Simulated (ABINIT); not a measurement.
Computed results, one entry a study.

### How the form of the self-energy moves the gap of SiC (P6_3mc)

The structure is hexagonal, space group P6_3mc (No. 186). Conventional cell: a = 3.074 Å, b = 3.074 Å, c = 5.045 Å, α = 90.00°, β = 90.00°, γ = 120.00°. Nearest to Si lie 4 C at 1.88 to 1.90 Å. C has 4 Si at 1.88 to 1.90 Å nearest. Farther neighbours, and contacts between anions beyond the nearest, are not listed.

```
method                                   : RPA screening on PBE, plane waves, norm-conserving pseudopotentials (and 3 further levels or steps)
program                                  : ABINIT 10.8.3
settings                                 : cutoff 37 Ha, PseudoDojo scalar-relativistic 0.4.1 standard, norm-conserving, potential set dojo-sr-pbe-0.4.1-standard, ngkpt (6, 6, 4), nband 180, ecuteps 8.4 Ha, gwcalctyp 1, nfreqim 16, inclvkb 2, shiftk (0, 0, 0), symchi 1, awtr 1, frequency ac, 6×6×4 k-mesh
cost                                     : 11 runs, 43 min in all on 4 MPI ranks of Arm Neoverse V1, shared host
notes                                    : The program’s warnings: nkpt*nsppol () is not a multiple of nproc spkpt (). The cell and positions are those that the Materials Project relaxed with its own functionals (PBE, PBE+U or r2SCAN), kept fixed.
G0W0, Godby-Needs plasmon pole           : 2.981 eV
G0W0, Hybertsen-Louie plasmon pole       : 3.114 eV
G0W0, von der Linden-Horsch plasmon pole : 2.942 eV
G0W0, Engel-Farid plasmon pole           : 3.117 eV
one-shot Hartree-Fock                    : 9.127 eV
G0W0, contour deformation                : 3.045 eV
G0W0, analytic continuation              : 3.058 eV
known limits                             : short of the basis limit
```

G0W0, Hybertsen-Louie plasmon pole: +0.133 eV against G0W0, Godby-Needs plasmon pole. G0W0, von der Linden-Horsch plasmon pole: −0.039 eV against G0W0, Godby-Needs plasmon pole.

[Long decimals in the printed logs are rounded to 6 places.]

[Logs are printed without paths, hosts, clocks, repeated set-up lines and the standing remarks that a program may print on its own settings, such as how far it seeks lower states.]

[Paths, hosts, dates, memory and timing lines, banners, echoed tables and standing remarks are left out of the program output; an Ansatz launch command may be rebuilt from the run's recorded settings. Measured values are a selection of at most five: reports struck by readers or far from the other reports are left out. None is set beside runs whose start may be inverted or whose files or cutoffs have a known fault.]

[Runs of the session that timed out or met a known fault of the program may be left out.]

[Hosts, paths, dates, database ids (printed as entryN), source tags and the programs' standing remarks are cut or masked in the printed files.]

[G0W0 gaps are taken among the corrected bands and points alone; a level outside them can change the order at an edge.]

[Where Ansatz stands beside ABINIT at settings called matched, ABINIT's density can come from a denser mesh and the files from another edition; pairs whose starting gaps differed by over 0.03 eV were left out, so agreement reads better than it is.]
